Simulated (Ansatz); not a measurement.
# Li on W(110): change of the work function

Aim: the work function of W(110) at several coverages of Li (hollow site), and the dipole that each adsorbate carries.

Method: plane-wave DFT, PBE, Ansatz PAW, in Ansatz 0.2.0.

## (1) The system as given

The cell holds 4 atoms: 4 W. Cell: a = 2.737 Å, b = 2.737 Å, c = 24.703 Å, α = 90.0°, β = 90.0°, γ = 70.5°. Vacuum lies along c.

## (2) The clean slab

The bare slab comes first, as the zero from which every change is counted. The two lowest layers are held at bulk places and the upper ones relax. The dipole correction removes the false field that a one-sided slab makes across the periodic vacuum, so each face gets a flat vacuum level of its own.

File input.yaml:

```yaml
crystal:
  lattice:
    - [2.2344574285, -1.58, 0.0]
    - [2.2344574285, 1.58, 0.0]
    - [0.0, 0.0, 24.7033722856]
  atoms:
    - { symbol: W, position: [0.0, 0.0, 0.3643227287] }
    - { symbol: W, position: [0.5, 0.5, 0.4547742429] }
    - { symbol: W, position: [0.0, 0.0, 0.5452257571] }
    - { symbol: W, position: [0.5, 0.5, 0.6356772713] }
kpoints:
  mp_grid: { grid: [12, 12, 1] }
hamiltonian:
  xc: pbe
scf:
  occupations: { method: fermi_dirac, width: 0.1 }
  convergence: { dr2_threshold: 1.0e-08 }
efield:
  axis: 3
  dipole_correction: true
  ramp_position: 0.97
  ramp_width: 0.06
relax:
  f_tol: 0.02
  max_steps: 60
  constraints: [{ sites: [0, 1] }]
output:
  write_potential: true
  write_density: true
  volumetric_format: npy
```

Command:

```bash
> ansatz run input.yaml --threads 4 --pin off --max-ram 16384MiB --backend cpu --events-out ev --progress --plain --runs-dir out
```

Output:

```text
Engine: ansatz 0.2.0, aarch64-unknown-linux-gnu
Pseudopotentials: kind: paw
Pseudopotential: W, paw, valence charge 14, recommended cutoff 420 eV (normal), W.paw.azcp
Functional definition: PBE
  parameter kappa = 0.804
  parameter beta = 0.066725
  exchange = pbe_x(kappa = kappa, mu = beta*pi^2/3)
  correlation = pbe_c(beta = beta)
Crystal: 4 atoms, lattice volume = 174.428 Å³
Basis set: ecut = 420 eV, 3461 PW (Γ), exchange–correlation on 40×40×360 points (8 copies of the dense FFT grid, shifted against one another)
Bands: 34, of which v1, the nominal top of the filled ones, is band 28 counted from 1 (27 counted from 0)
Symmetry: 4 space group operations
k-points: 43 of 144
Non-local potential: W, projectors of the file, l = 0: 3, l = 1: 2, l = 2: 2, l = 3: 1
PAW form: soft (Blöchl's): semilocal exchange-correlation on the pseudo side does not see the compensation charge
PAW one-centre angular grid: W, 590 points (default); XC on 64 Gauss nodes
Initial density: superposition of atomic densities (neutral atoms: chi_scale 0, normalization atom), corrected by the library's trained network
Initial wavefunctions: pseudopotential atomic-orbital guess
Functional: x = pbe(κ = 0.804, μ = 0.219515), c = pbe(β = 0.066725)
SCF iter   1: F=—  HF=-41536.547941 eV  |F-HF|=—  |Δ(HF+E_count)|=         —  Δρ=9.69e-3  dr2=1.99e0  ethr=1.77e-3  p=0.000 e·Å  D=4.83e-14 V/Å  ΔV_dip=-0.00 eV  dr2_dipole=2.75e-7  V_vac-E_F(+/−)=5.06/5.06 eV  ⟨swp⟩=7.9  Hψ=15776  notcnv=0  defer=16
efield: sawtooth ramp at fractional position 0.9700 (set: `efield.ramp_position`, or a place that a band, a saddle search or an elastic batch's reference lends), width 0.0600; the density the first Hamiltonian is built on has a dipole p = 0.000 e·Å; the dipole correction subtracts the counter field D = 4.83e-14 V/Å, which shifts the + side's vacuum level by -0.00 eV against the − side's; the planar-averaged density in the ramp window peaks in size at 1.1e-5 e/Å³
automatic band count: the SCF goes on with 40 bands, as 34 were too few: the levels above may hold too much charge
preconditioner: auto → LDOS  [metal: Δε(μ)=0.044 eV  Ē_g=6.098 eV  σ=0.100 eV  W_gap=0.11  n_scr=16 (ndim 8)  ℏωp=13.8 eV  f_vac=0.562  D(μ)=3.18/eV (n_scr^D=14)  β→1.0]
SCF iter   2: F=—  HF=-41536.463453 eV  |F-HF|=—  |Δ(HF+E_count)|=   8.45e-2  Δρ=3.80e-3  dr2=1.53e-1  ethr=1.77e-3  p=-0.000 e·Å  D=-1.41e-5 V/Å  ΔV_dip=0.00 eV  dr2_dipole=9.41e-8  V_vac-E_F(+/−)=4.91/4.91 eV  ⟨swp⟩=2.0  Hψ=2409  notcnv=0  defer=46
SCF iter   3: F=—  HF=-41536.454051 eV  |F-HF|=—  |Δ(HF+E_count)|=   9.40e-3  Δρ=7.33e-4  dr2=4.77e-3  ethr=2.73e-4  p=-0.000 e·Å  D=-5.84e-6 V/Å  ΔV_dip=0.00 eV  dr2_dipole=2.39e-8  V_vac-E_F(+/−)=4.90/4.90 eV  ⟨swp⟩=1.9  Hψ=2195  notcnv=0  defer=48
SCF iter   4: F=—  HF=-41536.453642 eV  |F-HF|=—  |Δ(HF+E_count)|=   4.09e-4  Δρ=2.26e-4  dr2=2.83e-4  ethr=8.51e-6  p=-0.000 e·Å  D=-2.80e-6 V/Å  ΔV_dip=0.00 eV  dr2_dipole=3.72e-9  V_vac-E_F(+/−)=4.90/4.90 eV  ⟨swp⟩=2.2  Hψ=2210  notcnv=0  defer=48
SCF iter   5: F=—  HF=-41536.453616 eV  |F-HF|=—  |Δ(HF+E_count)|=   2.57e-5  Δρ=8.21e-5  dr2=9.88e-6  ethr=5.05e-7  p=-0.000 e·Å  D=-1.58e-6 V/Å  ΔV_dip=0.00 eV  dr2_dipole=4.44e-10  V_vac-E_F(+/−)=4.90/4.90 eV  ⟨swp⟩=2.8  Hψ=2489  notcnv=0  defer=48
SCF iter   6: F=—  HF=-41536.453677 eV  |F-HF|=—  |Δ(HF+E_count)|=   6.09e-5  Δρ=1.85e-5  dr2=1.78e-6  ethr=1.76e-8  p=-0.000 e·Å  D=-3.96e-7 V/Å  ΔV_dip=0.00 eV  dr2_dipole=1.10e-14  V_vac-E_F(+/−)=4.90/4.90 eV  ⟨swp⟩=3.0  Hψ=2816  notcnv=0  defer=46
SCF iter   7: F=—  HF=-41536.453677 eV  |F-HF|=—  |Δ(HF+E_count)|=   1.78e-7  Δρ=5.89e-6  dr2=9.96e-8  ethr=3.18e-9  p=-0.000 e·Å  D=-1.01e-7 V/Å  ΔV_dip=0.00 eV  dr2_dipole=1.15e-12  V_vac-E_F(+/−)=4.90/4.90 eV  ⟨swp⟩=2.1  Hψ=2209  notcnv=0  defer=46
SCF iter   8: F=—  HF=-41536.453677 eV  |F-HF|=—  |Δ(HF+E_count)|=   1.72e-7  Δρ=2.09e-6  dr2=1.13e-8  ethr=1.79e-11  p=-0.000 e·Å  D=-5.65e-8 V/Å  ΔV_dip=0.00 eV  dr2_dipole=6.97e-14  V_vac-E_F(+/−)=4.90/4.90 eV  ⟨swp⟩=12.3  Hψ=12536  notcnv=0
SCF iter   9: F=-41536.453677 eV  HF=-41536.453677 eV  |F-HF|=2.90e-9  |Δ(HF+E_count)|=   2.45e-9  Δρ=6.34e-7  dr2=1.02e-9  ethr=1.79e-11  p=-0.000 e·Å  D=-1.55e-8 V/Å  ΔV_dip=0.00 eV  dr2_dipole=4.30e-15  V_vac-E_F(+/−)=4.90/4.90 eV  ⟨swp⟩=10.8  Hψ=10717  notcnv=0
SCF 1 converged in 9 iterations: F = -41536.453677 eV  dr2 = 1.02e-9
  greatest PAW one-centre occupation: 1.000 electrons in one spin orbital (limit 2), on the W atom at site 0 (counted from 0), in its partial waves of l = 0
relax step   1: F+E_penalty+E_count = -41536.45367728 eV  Δ(F+E_penalty+E_count) = +0.000e0 eV  max|allowed force component| = 6.535e-1 eV/Å  Δτ_max = 0.0000 Å  (9 SCF iters, accepted)
Bands: 40, of which v1, the nominal top of the filled ones, is band 28 counted from 1 (27 counted from 0)
Initial density: handed on by an earlier stage of this run
Initial wavefunctions: those handed on with the density
iter 1 solved again at ethr=9.58e-4 eV; its pass at ethr=3.10e-3 eV (dr2=5.36e-1 eV) is discarded
SCF iter   1: F=—  HF=-41536.451060 eV  |F-HF|=—  |Δ(HF+E_count)|=         —  Δρ=7.55e-3  dr2=5.51e-1  ethr=9.58e-4  p=-0.000 e·Å  D=-4.98e-7 V/Å  ΔV_dip=0.00 eV  dr2_dipole=8.25e-2  V_vac-E_F(+/−)=4.92/4.92 eV  ⟨swp⟩=1.6  Hψ=6453  notcnv=0  defer=49
efield: sawtooth ramp at fractional position 0.9700 (set: `efield.ramp_position`, or a place that a band, a saddle search or an elastic batch's reference lends), width 0.0600; the density the first Hamiltonian is built on has a dipole p = -0.000 e·Å; the dipole correction subtracts the counter field D = -4.98e-7 V/Å, which shifts the + side's vacuum level by +0.00 eV against the − side's; the planar-averaged density in the ramp window peaks in size at 4.2e-6 e/Å³
preconditioner: auto → LDOS  [metal: Δε(μ)=0.008 eV  Ē_g=6.108 eV  σ=0.100 eV  W_gap=0.02  n_scr=16 (ndim 8)  ℏωp=13.8 eV  f_vac=0.561  D(μ)=3.03/eV (n_scr^D=12)  β→1.0]
SCF iter   2: F=—  HF=-41536.439067 eV  |F-HF|=—  |Δ(HF+E_count)|=   1.20e-2  Δρ=5.12e-3  dr2=1.98e-1  ethr=9.58e-4  p=0.007 e·Å  D=7.37e-3 V/Å  ΔV_dip=-0.18 eV  dr2_dipole=2.51e-3  V_vac-E_F(+/−)=4.72/4.90 eV  ⟨swp⟩=2.7  Hψ=2768  notcnv=0  defer=49
SCF iter   3: F=—  HF=-41536.411540 eV  |F-HF|=—  |Δ(HF+E_count)|=   2.75e-2  Δρ=1.14e-3  dr2=8.39e-3  ethr=3.53e-4  p=0.005 e·Å  D=5.11e-3 V/Å  ΔV_dip=-0.13 eV  dr2_dipole=6.86e-5  V_vac-E_F(+/−)=4.79/4.91 eV  ⟨swp⟩=2.4  Hψ=2949  notcnv=0  defer=49
[...]
SCF iter   3: F=—  HF=-41536.467263 eV  |F-HF|=—  |Δ(HF+E_count)|=   1.04e-2  Δρ=8.47e-4  dr2=5.12e-3  ethr=1.42e-4  p=0.004 e·Å  D=4.30e-3 V/Å  ΔV_dip=-0.11 eV  dr2_dipole=4.39e-5  V_vac-E_F(+/−)=4.79/4.90 eV  ⟨swp⟩=2.6  Hψ=3087  notcnv=0  defer=49
SCF iter   4: F=—  HF=-41536.466247 eV  |F-HF|=—  |Δ(HF+E_count)|=   1.02e-3  Δρ=1.79e-4  dr2=1.18e-4  ethr=9.14e-6  p=0.004 e·Å  D=3.68e-3 V/Å  ΔV_dip=-0.09 eV  dr2_dipole=5.74e-7  V_vac-E_F(+/−)=4.81/4.90 eV  ⟨swp⟩=2.5  Hψ=2483  notcnv=0  defer=49
SCF iter   5: F=—  HF=-41536.466260 eV  |F-HF|=—  |Δ(HF+E_count)|=   1.35e-5  Δρ=5.43e-5  dr2=8.97e-6  ethr=2.11e-7  p=0.003 e·Å  D=3.19e-3 V/Å  ΔV_dip=-0.08 eV  dr2_dipole=8.65e-7  V_vac-E_F(+/−)=4.82/4.90 eV  ⟨swp⟩=2.2  Hψ=2723  notcnv=0  defer=49
SCF iter   6: F=—  HF=-41536.466316 eV  |F-HF|=—  |Δ(HF+E_count)|=   5.58e-5  Δρ=1.68e-5  dr2=2.41e-6  ethr=1.60e-8  p=0.003 e·Å  D=2.93e-3 V/Å  ΔV_dip=-0.07 eV  dr2_dipole=2.53e-8  V_vac-E_F(+/−)=4.83/4.90 eV  ⟨swp⟩=2.8  Hψ=3011  notcnv=0  defer=49
SCF iter   7: F=—  HF=-41536.466316 eV  |F-HF|=—  |Δ(HF+E_count)|=   9.87e-8  Δρ=6.68e-6  dr2=1.22e-7  ethr=4.30e-9  p=0.003 e·Å  D=2.81e-3 V/Å  ΔV_dip=-0.07 eV  dr2_dipole=1.60e-9  V_vac-E_F(+/−)=4.83/4.90 eV  ⟨swp⟩=2.0  Hψ=2145  notcnv=0  defer=49
SCF iter   8: F=—  HF=-41536.466316 eV  |F-HF|=—  |Δ(HF+E_count)|=   1.35e-7  Δρ=2.67e-6  dr2=2.96e-8  ethr=2.18e-10  p=0.003 e·Å  D=2.77e-3 V/Å  ΔV_dip=-0.07 eV  dr2_dipole=8.00e-10  V_vac-E_F(+/−)=4.83/4.90 eV  ⟨swp⟩=3.0  Hψ=3071  notcnv=0  defer=49
SCF iter   9: F=-41536.466316 eV  HF=-41536.466316 eV  |F-HF|=3.74e-9  |Δ(HF+E_count)|=   1.98e-8  Δρ=7.34e-7  dr2=1.32e-9  ethr=1.79e-11  p=0.003 e·Å  D=2.76e-3 V/Å  ΔV_dip=-0.07 eV  dr2_dipole=5.96e-13  V_vac-E_F(+/−)=4.83/4.90 eV  ⟨swp⟩=11.1  Hψ=11214  notcnv=0
SCF 3 converged in 9 iterations: F = -41536.466316 eV  dr2 = 1.32e-9
relax step   3: F+E_penalty+E_count = -41536.46631625 eV  Δ(F+E_penalty+E_count) = -1.264e-2 eV  max|allowed force component| = 9.000e-2 eV/Å  Δτ_max = 0.0345 Å  (9 SCF iters, accepted)
SCF iter   1: F=—  HF=-41536.467006 eV  |F-HF|=—  |Δ(HF+E_count)|=         —  Δρ=7.95e-4  dr2=4.51e-3  ethr=1.73e-4  p=0.003 e·Å  D=2.76e-3 V/Å  ΔV_dip=-0.07 eV  dr2_dipole=5.29e-4  V_vac-E_F(+/−)=4.83/4.90 eV  ⟨swp⟩=2.1  Hψ=2956  notcnv=0  defer=49
efield: sawtooth ramp at fractional position 0.9700 (set: `efield.ramp_position`, or a place that a band, a saddle search or an elastic batch's reference lends), width 0.0600; the density the first Hamiltonian is built on has a dipole p = 0.003 e·Å; the dipole correction subtracts the counter field D = 2.76e-3 V/Å, which shifts the + side's vacuum level by -0.07 eV against the − side's; the planar-averaged density in the ramp window peaks in size at 2.5e-6 e/Å³
preconditioner: auto → LDOS  [metal: Δε(μ)=0.042 eV  Ē_g=6.069 eV  σ=0.100 eV  W_gap=0.10  n_scr=16 (ndim 8)  ℏωp=13.8 eV  f_vac=0.561  D(μ)=3.08/eV (n_scr^D=14)  β→1.0]
SCF iter   2: F=—  HF=-41536.466782 eV  |F-HF|=—  |Δ(HF+E_count)|=   2.25e-4  Δρ=3.58e-4  dr2=1.22e-3  ethr=8.05e-6  p=0.002 e·Å  D=2.05e-3 V/Å  ΔV_dip=-0.05 eV  dr2_dipole=4.65e-5  V_vac-E_F(+/−)=4.85/4.90 eV  ⟨swp⟩=2.0  Hψ=2582  notcnv=0  defer=49
SCF iter   3: F=—  HF=-41536.466693 eV  |F-HF|=—  |Δ(HF+E_count)|=   8.84e-5  Δρ=1.37e-4  dr2=1.44e-4  ethr=2.17e-6  p=0.002 e·Å  D=2.31e-3 V/Å  ΔV_dip=-0.06 eV  dr2_dipole=1.26e-5  V_vac-E_F(+/−)=4.84/4.90 eV  ⟨swp⟩=2.0  Hψ=2277  notcnv=0  defer=49
SCF iter   4: F=—  HF=-41536.466668 eV  |F-HF|=—  |Δ(HF+E_count)|=   2.55e-5  Δρ=3.26e-5  dr2=6.82e-6  ethr=2.57e-7  p=0.002 e·Å  D=2.20e-3 V/Å  ΔV_dip=-0.05 eV  dr2_dipole=8.20e-7  V_vac-E_F(+/−)=4.84/4.90 eV  ⟨swp⟩=3.4  Hψ=3097  notcnv=0  defer=49
SCF iter   5: F=—  HF=-41536.466723 eV  |F-HF|=—  |Δ(HF+E_count)|=   5.51e-5  Δρ=1.10e-5  dr2=2.53e-7  ethr=1.22e-8  p=0.002 e·Å  D=2.19e-3 V/Å  ΔV_dip=-0.05 eV  dr2_dipole=5.43e-9  V_vac-E_F(+/−)=4.84/4.90 eV  ⟨swp⟩=2.5  Hψ=2375  notcnv=0  defer=49
SCF iter   6: F=—  HF=-41536.466723 eV  |F-HF|=—  |Δ(HF+E_count)|=   2.64e-7  Δρ=4.53e-6  dr2=3.51e-8  ethr=4.52e-10  p=0.002 e·Å  D=2.20e-3 V/Å  ΔV_dip=-0.05 eV  dr2_dipole=1.68e-10  V_vac-E_F(+/−)=4.84/4.90 eV  ⟨swp⟩=2.8  Hψ=3016  notcnv=0  defer=49
SCF iter   7: F=-41536.466723 eV  HF=-41536.466723 eV  |F-HF|=5.69e-9  |Δ(HF+E_count)|=   7.88e-8  Δρ=1.73e-6  dr2=9.35e-9  ethr=1.79e-11  p=0.002 e·Å  D=2.20e-3 V/Å  ΔV_dip=-0.05 eV  dr2_dipole=1.03e-12  V_vac-E_F(+/−)=4.84/4.90 eV  ⟨swp⟩=11.5  Hψ=11409  notcnv=0
SCF 4 converged in 7 iterations: F = -41536.466723 eV  dr2 = 9.35e-9
relax step   4: F+E_penalty+E_count = -41536.46672319 eV  Δ(F+E_penalty+E_count) = -4.069e-4 eV  max|allowed force component| = 1.129e-2 eV/Å  Δτ_max = 0.0139 Å  (7 SCF iters, accepted)
NSCF: frozen V_eff on 43 k-points
the band table was solved once a step of the walk had ended and its energy, with any forces and stress, was formed, with the checks that follow a solve (9071 applications of the Hamiltonian). They found nothing against the state; the energy, forces and stress were not computed again (output.eigenvalues in the input reference)
WARN: The output density's exchange-correlation potential varies sharply where the density is thin. Do not read a vacuum level from v_tot or v_xc, or from such a field of the output density. On a cell that repeats whose density bears no net charge and no dipole along the vacuum's axis use v_es (v_loc + v_h of the components); under efield.dipole_correction with no amplitude use v_es + v_field, which holds any externa [...]
SCF converged after 7 iterations
Free energy (F): -41536.466723 eV
Harris-Foulkes:  -41536.466723 eV  (|F-HF|=5.69e-9)
Internal energy: -41536.366955 eV  (E = F + TS)
E sigma→0 (E₀):  -41536.416839 eV
Entropy (-TS):   -0.099768 eV (-24.942 meV/atom)
Fermi energy:    5.203880 eV
Dipole field:    D = 0.002197 V/Å  (p = 0.002118 e·Å, saw-weighted, corrected)
Work function:   Φ+ = 4.8447 eV   Φ− = 4.8989 eV
Levels:          The Fermi level and band energies are counted from a zero that moves with the ramp; work functions are not
--- Per-component energies (eV) ---
  E_band       = -1291.057248
  E_kinetic    = 1792.505388
  E_local      = -71121.558076  (includes V_loc(G=0)·N_el)
  E_nonlocal   = 4.576205
  E_hartree    = 34741.224890
  E_xc         = -1063.352008
  E_vxc        = -949.335306  (∫ρ·V_xc dr)
  E_paw        = -34249.938995  (= ΣΔE_a)
  E_vpaw       = -499.704010  (= ΣTr[D̂ρ^β])
  E_aug_tail   = -0.000235  (compensation charges beyond the density's cutoff)
  E_efield     = 0.000002  (sawtooth field / dipole correction)
  E_vefield    = -0.001025  (∫n·V_field dr)
  E_ewald      = 28360.175874
  E_smearing   = -0.099768  (= −TS)
  E_closure    = -0.000000  (closes the sum)
  Σ components = -41536.466723   (vs F -41536.466723, Δ=0.00e0)
--- Forces (eV/Å), atoms counted from 1 ---
  atom   1  W      0.00000000     0.00000000     0.36117714
  atom   2  W      0.00000000    -0.00000000    -0.34159757
  atom   3  W      0.00000000    -0.00000000    -0.00830034
  atom   4  W      0.00000000    -0.00000000    -0.01129449
  max |Σ_I F_I| component: 1.53e-5 eV/Å
--- Band table (eV; the first three rows and the last of 43) ---
  k-point 0: bands = [... 24 lower, 3.7540, 3.7892, 3.9762, 4.5401, 4.8127, 5.7605, 6.0199, 6.9297, ... 8 higher]
  k-point 1: bands = [... 24 lower, 3.5720, 3.7614, 4.1231, 4.4811, 4.8136, 5.3411, 6.2452, 6.7515, ... 8 higher]
  k-point 2: bands = [... 24 lower, 3.3977, 3.5331, 3.9616, 4.3822, 4.9156, 5.2947, 6.6226, 6.6532, ... 8 higher]
  k-point 42: bands = [... 24 lower, 3.7933, 5.7375, 5.8442, 6.2645, 6.3571, 6.8712, 7.2505, 8.8378, ... 8 higher]
--- Relaxed structure (4 steps of the walk, 3 accepted, 0 SCFs on fresh bases) ---
  F+E_penalty+E_count = -41536.46672319 eV   max|allowed force component| = 1.129e-2 eV/Å
  atoms:
    - { symbol: W, position: [0.0, 0.0, 0.3643227287] }
    - { symbol: W, position: [0.5, 0.5, 0.4547742429] }
    - { symbol: W, position: [-6.653931e-19, 6.653931e-19, 0.546759] }
    - { symbol: W, position: [0.5, 0.5, 0.635499] }
```

It took 32 s on 4 threads of Arm Neoverse V1, shared host; peak memory 0.58 GiB; 2 min of CPU time.

Reading the cycles: dr2 is the Hartree energy of the density residual (eV), the measure of convergence; HF is the Harris–Foulkes estimate of the energy, which meets the free energy F at convergence.

The steps of the relaxation:

```tsv
step	energy less that of the first step (eV)	largest force component (eV/Å)
1	0.0000	0.6535
2	0.0440	1.3654
3	-0.0126	0.0900
4	-0.0130	0.0113
```

Relaxation step 2 was tried and not accepted.

Forces are held to the 4 operations that the program found; a distortion that breaks them can't arise in this run.

The atoms that moved most (Å):

```tsv
atom	dx	dy	dz	length
W3	0.000	0.000	0.038	0.038
```

The relaxed structure:

```cif
data_structure
_symmetry_space_group_name_H-M 'P 1'
_symmetry_Int_Tables_number 1
_cell_length_a 2.7366
_cell_length_b 2.7366
_cell_length_c 24.7034
_cell_angle_alpha 90.000
_cell_angle_beta 90.000
_cell_angle_gamma 70.529
_cell_volume 174.43
loop_
_atom_site_label
_atom_site_type_symbol
_atom_site_fract_x
_atom_site_fract_y
_atom_site_fract_z
_atom_site_occupancy
W1 W 0.00000 0.00000 0.36432 1
W2 W 0.50000 0.50000 0.45477 1
W3 W 0.00000 0.00000 0.54676 1
W4 W 0.50000 0.50000 0.63550 1
```

Read from the output:

| Quantity | Value |
| --- | --- |
| energy at zero smearing | -41536.4168 eV |
| work function, upper face | 4.845 eV |
| work function, lower face | 4.899 eV |
| dipole along the normal | 0.002118 e·Å |
| step between the vacuum levels | -0.05428 eV |

Running mean over 2.234 Å of the planar mean; the ramp of the sawtooth is left out. Table of electron's electrostatic potential energy less the Fermi level by z:

```tsv
z (Å)	electron's electrostatic potential energy less the Fermi level (eV)
3.5	4.90
4.0	4.90
4.5	4.90
5.0	4.89
5.5	4.86
6.0	4.75
6.5	4.41
7.0	3.30
7.5	-0.135
8.0	-5.75
8.5	-10.5
9.0	-12.2
9.5	-12.5
10.0	-12.6
10.5	-12.7
11.0	-12.7
11.5	-12.7
12.0	-12.5
12.5	-12.4
13.0	-12.6
13.5	-12.8
14.0	-13.0
14.5	-13.1
15.0	-12.9
15.5	-12.5
16.0	-11.5
16.5	-7.95
17.0	-2.27
17.5	2.24
18.0	4.06
18.5	4.61
19.0	4.78
19.5	4.82
20.0	4.84
20.5	4.84
21.0	4.84
21.5	4.84
```

The relaxation took 4 steps and lowered the energy by 0.013 eV; the largest force on the free atoms ends at 0.011 eV/Å.

The work function of the upper face is 4.84 eV.

[end of part 1 of 4]

[Long decimals in the printed logs are rounded to 6 places.]

[Logs are printed without paths, hosts, clocks, repeated set-up lines and the standing remarks that a program may print on its own settings, such as how far it seeks lower states.]

[Hosts, paths, dates, database ids (printed as entryN), source tags and the programs' standing remarks are cut or masked in the printed files.]

[Maps of the electrostatic potential energy from Ansatz leave out the sawtooth potential of an applied field or a dipole correction, so their vacuum need not be flat; planar profiles and work functions include it.]
